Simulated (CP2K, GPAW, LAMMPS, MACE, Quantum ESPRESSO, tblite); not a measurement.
# Amorphous Ge (65 atoms) in other programs, against a plane-wave reference

Aim: run amorphous Ge (65 atoms) in several programs and set results and cost side by side. A plane-wave run serves as the reference.

Calculated with Quantum ESPRESSO 7.5; Kohn-Sham DFT, PBE, SSSP efficiency 1.3.0 pseudopotentials, plane waves.

## (1) Set-up

The cell holds 65 atoms: 65 Ge. Its edges and angles: a = 11.613 Å, b = 11.613 Å, c = 11.613 Å, α = 90.0°, β = 90.0°, γ = 90.0°. 65 atoms (65 Ge) placed at random at 5.01 g/cm³, melted at 3500 K for 10 ps at fixed volume with the Tersoff potential (Tersoff, Phys. Rev. B 39, 5566 (1989)). Quenched from 3500 K to 700 K at 5 K/ps and fixed volume, held 5 ps, then minimised at fixed cell.

## (2) The reference run

File pw.in:

```
&control
  calculation = 'scf'
  pseudo_dir = './pseudo'
  outdir = './tmp'
  disk_io = 'none'
  tprnfor = .true.
  tstress = .true.
/
&system
  ibrav = 0
  nat = 65
  ntyp = 1
  ecutwfc = 45
  ecutrho = 360
  nosym = .true.
  occupations = 'smearing'
  smearing = 'fd'
  degauss = 0.003675
/
&electrons
  conv_thr = 3.3e-07
  electron_maxstep = 100
  mixing_beta = 0.2
  mixing_mode = 'local-TF'
  diagonalization = 'david'
/
ATOMIC_SPECIES
Ge 72.630 Ge.upf
CELL_PARAMETERS angstrom
11.61260 0.00000 0.00000
0.00000 11.61260 0.00000
0.00000 0.00000 11.61260
ATOMIC_POSITIONS crystal
Ge 0.21529 0.09324 0.72112
Ge 0.14590 0.04084 0.18201
Ge 0.84676 0.32828 0.62993
Ge 0.42888 0.97752 0.92072
Ge 0.99100 0.69233 0.92716
Ge 0.95846 0.94631 0.18688
Ge 0.67374 0.99560 0.61624
Ge 0.90680 0.35317 0.83298
Ge 0.21352 0.35888 0.09133
Ge 0.04129 0.55509 0.59342
Ge 0.16077 0.68899 0.23187
Ge 0.72137 0.16680 0.01542
[... 49 atom lines left out ...]
Ge 0.92767 0.86781 0.81912
Ge 0.31641 0.72598 0.69929
Ge 0.24912 0.79939 0.39234
Ge 0.61557 0.74860 0.28443
K_POINTS gamma
```

Command:

```sh
$ OMP_NUM_THREADS=1 pw.x -in pw.in > output.txt
```

The log of the run:

```text
Program PWSCF
     gamma-point specific algorithms are used
     sticks:   dense  smooth     PW     G-vecs:    dense   smooth      PW
     Sum       13801    6885   1733              1218797   430849   53811
     bravais-lattice index     =            0
     lattice parameter (alat)  =      21.9446  a.u.
     unit-cell volume          =   10567.8101 (a.u.)^3
     number of atoms/cell      =           65
     number of atomic types    =            1
     number of electrons       =       910.00
     number of Kohn-Sham states=          546
     kinetic-energy cutoff     =      45.0000  Ry
     charge density cutoff     =     360.0000  Ry
     scf convergence threshold =      3.3E-07
     mixing beta               =       0.2000
[... lines left out ...]
     number of k points=     1  Fermi-Dirac smearing, width (Ry)=  0.0037
[... lines left out ...]
     total energy              =  -13886.50585366 Ry
[... lines left out ...]
     total energy              =  -13886.28454814 Ry
[... lines left out ...]
     total energy              =  -13886.34869673 Ry
[... lines left out ...]
     total energy              =  -13886.35131404 Ry
[... lines left out ...]
     total energy              =  -13886.35131514 Ry
[... lines left out ...]
          k = 0.0000 0.0000 0.0000 ( 26906 PWs)   bands (ev):
   -17.2935 -17.2759 -17.2617 -17.2611 -17.2516 -17.2491 -17.2431 -17.2418
   -17.2400 -17.2317 -17.2297 -17.2271 -17.2265 -17.2220 -17.2205 -17.2075
   -17.2040 -17.2023 -17.2010 -17.1995 -17.1983 -17.1961 -17.1947 -17.1902
[...]
12.1773  12.1877  12.2459  12.2962  12.3213  12.3421  12.4058  12.4666
    12.5474  12.5728  12.6326  12.7141  12.7256  12.7282  12.8567  12.8661
    12.8875  13.0076
     the Fermi energy is     7.4449 ev
!    total energy              =  -13886.35131715 Ry
     estimated scf accuracy    <       0.00000005 Ry
     smearing contrib. (-TS)   =      -0.00906729 Ry
     internal energy E=F+TS    =  -13886.34224986 Ry
     The total energy is F=E-TS. E is the sum of the following terms:
     one-electron contribution =   -9575.62570126 Ry
     hartree contribution      =    5607.55877289 Ry
     xc contribution           =   -3788.71704704 Ry
     ewald contribution        =   -6129.55827445 Ry
     convergence has been achieved in  11 iterations
     Forces acting on atoms (cartesian axes, Ry/au):
     atom    1 type  1   force =     0.00000191    0.00387868   -0.01153135
     atom    2 type  1   force =     0.00815087    0.00276428    0.00473405
     atom    3 type  1   force =    -0.00188761    0.01078906    0.02037844
[...]
atom   64 type  1   force =     0.01119594   -0.00583566   -0.00080058
     atom   65 type  1   force =     0.00559653    0.00723804   -0.00960311
     Total force =     0.100555     Total SCF correction =     0.001364
     Computing stress (Cartesian axis) and pressure
          total   stress  (Ry/bohr**3)                   (kbar)     P=       12.65
   0.00017430   0.00007680   0.00009752           25.64       11.30       14.35
   0.00007680   0.00005198  -0.00001588           11.30        7.65       -2.34
   0.00009752  -0.00001588   0.00003164           14.35       -2.34        4.65
     Message from routine punch:
     Nothing written, as per user request (disk_io='none')
```

Wall time 14 min (1 thread of Arm Neoverse V1, shared host); peak memory 4.4 GiB.

Banners, paths, timers and routine set-up lines are dropped from the logs unmarked, and long logs keep their key lines alone; longer cuts are marked.

Numbers from this run:

- r.m.s. force component: 0.1851 eV/Å
- longest force: 0.6546 eV/Å
- pressure: 1.265 GPa

## (3) What was run beside it

The programs:
- CP2K 2026.2: Gaussian basis with GTH pseudopotentials and a plane-wave density; labels give functional, basis (MOLOPT sets; SR short-range, UZH the newer set with its own potentials), grid cutoff/relative cutoff and solver (OT: orbital transformation; TRS4, TC2, SIGN: linear-scaling purification with its sparsity filter), or its built-in tight binding.
- GPAW 26.7.0: PAW with atomic orbitals (LCAO), plane waves or a real-space grid of spacing h.
- MACE: machine-learned potential, published weights.
- Quantum ESPRESSO 7.5: plane waves; labels (QE) give functional, pseudopotential set and cutoffs of waves/density.
- tblite 0.8.0: extended tight binding, driven from Python.

All use the same cell and atoms; the electronic-structure runs use the same k-mesh, and an electronic temperature of 580 K (0.05 eV) where levels are smeared.

Differences are against the plane-wave reference, forces as r.m.s. over components; share is that over the reference's r.m.s. force, slope the least-squares factor from reference forces to these. Total energies of different programs have different zeros and aren't compared.

```csv
run,"Δ force, r.m.s. (meV/Å)",share (%),slope,Δ pressure (GPa),cores,CPU time,memory (GiB)
reference,-,-,-,-,1,14 min,4.4
"CP2K PBE+rVV10L, DZVP-UZH, 350/50 Ry, diagonalisation",36.0,19.5,1.035,0.469,2,5.4 min,3.9
"CP2K PBE, DZVP-UZH, 175/50 Ry, diagonalisation (coarse)",29.2,15.8,1.021,0.751,2,1.8 min,1.0
"CP2K PBE, DZVP-UZH, 350/20 Ry, diagonalisation (coarse)",31.8,17.2,1.018,0.837,2,97 s,2.2
"CP2K PBE, DZVP-UZH, 350/50 Ry, diagonalisation",29.2,15.8,1.021,0.751,2,2.4 min,2.2
"CP2K PBE, DZVP-UZH, 489/50 Ry, diagonalisation",29.2,15.8,1.021,0.751,4,3.4 min,4.9
"CP2K PBE, TZV2P-UZH, 350/50 Ry, diagonalisation",12.2,6.59,1.018,0.626,4,7.1 min,4.8
"CP2K PBE, TZVP-MOLOPT (SR for Ge), 350/50 Ry, diagonalisation",16.0,8.66,1.018,0.684,4,1.9 min,3.6
"CP2K RPBE, PBE potentials, DZVP-UZH, 350/50 Ry, diagonalisation",29.7,16.0,1.007,1.11,2,2.5 min,2.1
"GPAW PBE, LCAO dzp, h 0.2 Å",41.4,22.4,1.075,-,1,3.7 min,1.6
"GPAW PBE, LCAO dzp, h 0.2 Å, other mixer settings",41.2,22.3,1.076,-,1,5.1 min,1.5
"GPAW PBE, LCAO sz(dzp), h 0.2 Å (coarse)",139,75.3,1.227,-,1,67 s,1.2
MACE MP-0b2 small potential,176,95.2,0.374,-1.08,1,6.6 s,0.66
MACE MP-0b3 medium potential,171,92.2,0.356,-0.943,1,8 s,0.75
MACE MPA-0 medium potential,153,82.7,0.481,-0.492,1,7.8 s,0.79
"QE PBE, gbrv-1.5, 40/200 Ry",0.146,0.0789,1.000,0.143,4,13 min,2.4
tblite GFN1-xTB,97.8,52.8,0.690,1.02,1,6.8 s,0.13
```

Rows marked coarse were listed beforehand as settings not expected to be converged; some can still land near the reference.

Times of the machine-learned potentials are mostly Python's start and the loading of weights.

CPU time is summed over cores on a shared host, where runs went side by side, so it is rough. Symmetry, cutoffs, thresholds, outputs and thread counts weren't matched or tuned between programs; memory under MPI is the largest rank's times the ranks.

Within one program, basis, potentials and functional, energies share a zero. Each run against its twin at the usual cutoff or grid and solver:

```csv
run,twin,Δ energy (meV/atom),"Δ force, r.m.s. (meV/Å)",CPU time over the twin's
"CP2K PBE, DZVP-UZH, 175/50 Ry, diagonalisation","DZVP-UZH, 350/50 Ry, diagonalisation",-3.0e-4,0.148,0.73
"CP2K PBE, DZVP-UZH, 350/20 Ry, diagonalisation","DZVP-UZH, 350/50 Ry, diagonalisation",-2.29,14.2,0.67
"CP2K PBE, DZVP-UZH, 489/50 Ry, diagonalisation","DZVP-UZH, 350/50 Ry, diagonalisation",2.0e-4,0.028,1.4 (this twin ran on 2 cores)
"GPAW PBE, LCAO dzp, h 0.2 Å, other mixer settings","LCAO dzp, h 0.2 Å",0,1.17,1.4
```

## (4) Outcome

| Property | Result |
| --- | --- |
| reference r.m.s. force component | 0.185 eV/Å |
| nearest in forces | QE PBE, gbrv-1.5, 40/200 Ry, 0.079 % |
| farthest in forces | MACE MP-0b2 small potential, 95 % |
| cheapest electronic-structure run beside the reference | tblite GFN1-xTB, 6.8 s of CPU time |

**Reading.** PBE on plane waves or a grid with other potentials, cutoffs or grids, coarse settings apart, differs from the reference by 0.079 % (QE PBE, gbrv-1.5, 40/200 Ry) of the r.m.s. force; this holds the reference's own error, so differences of a few per cent don't tell which side is nearer the exact PBE result. The PBE runs in local orbitals, coarse settings apart, differ by 6.6 % (CP2K PBE, TZV2P-UZH, 350/50 Ry, diagonalisation) to 22 % (GPAW PBE, LCAO dzp, h 0.2 Å); basis, grid and potentials can all enter. Tight binding differs by 53 % (tblite GFN1-xTB); it is another model, with fitted parameters of its own, and the xTB methods hold dispersion. Machine-learned potentials differ by 83 % (MACE MPA-0 medium potential) to 95 % (MACE MP-0b2 small potential); they were trained on other programs' data. The reference samples few k-points for this cell, and its sampling error, which other DFT runs on the same mesh share, can be part of so large a difference. Among those trained on PBE data the slope goes as low as 0.36, with a correlation of 0.47, so directions differ as well as sizes. Rows with another functional or a dispersion term differ by 16 % (CP2K RPBE, PBE potentials, DZVP-UZH, 350/50 Ry, diagonalisation) to 19 % (CP2K PBE+rVV10L, DZVP-UZH, 350/50 Ry, diagonalisation), which mixes the change of model with differences of basis and potentials, some of them made for another functional. Runs with settings chosen to be coarse differ by 16 % (CP2K PBE, DZVP-UZH, 175/50 Ry, diagonalisation) to 75 % (GPAW PBE, LCAO sz(dzp), h 0.2 Å), their programs' other errors included. Of the electronic-structure runs that take under half the reference's CPU time, CP2K PBE, TZV2P-UZH, 350/50 Ry, diagonalisation comes nearest, at 6.6 % in 7.1 min against 14 min. In the reference: levels near the Fermi energy are neither full nor empty under the smearing, so no gap is quoted. Periodic xTB results under one method name differ between programs and library versions. The potentials hold different valence shells: 910 electrons in the reference, 260 in CP2K with TZVP-MOLOPT and 260 in GPAW; this bears on time and differences. GPAW's setups keep the filled d shell of Ge in the core. The reference's pressure holds the uncorrected Pulay stress of its 45 Ry basis, so small pressure differences, and their order, may be the reference's own error. Machine-learned potentials mimic data converged in k, so the reference's own k-point error enters their differences. The quench rate of 5 K/ps is many orders above laboratory rates, so the cell is likely richer in defects and strain than a real sample. The network of bonds at the start is that of the classical potential that made the cell, and needn't be the one that DFT or experiment would give. The electronic-structure runs sample only Γ, in a cell whose shortest periodic width is 12 Å, which is coarse for a cell with partly filled levels.

[Also dropped from logs without a mark: logging warnings of Python, and SIESTA's first energy breakdown and zero terms.]

[Logs are printed without paths, hosts, clocks, repeated set-up lines and the standing remarks that a program may print on its own settings, such as how far it seeks lower states.]

[Hosts, paths, dates, database ids (printed as entryN), source tags and the programs' standing remarks are cut or masked in the printed files.]
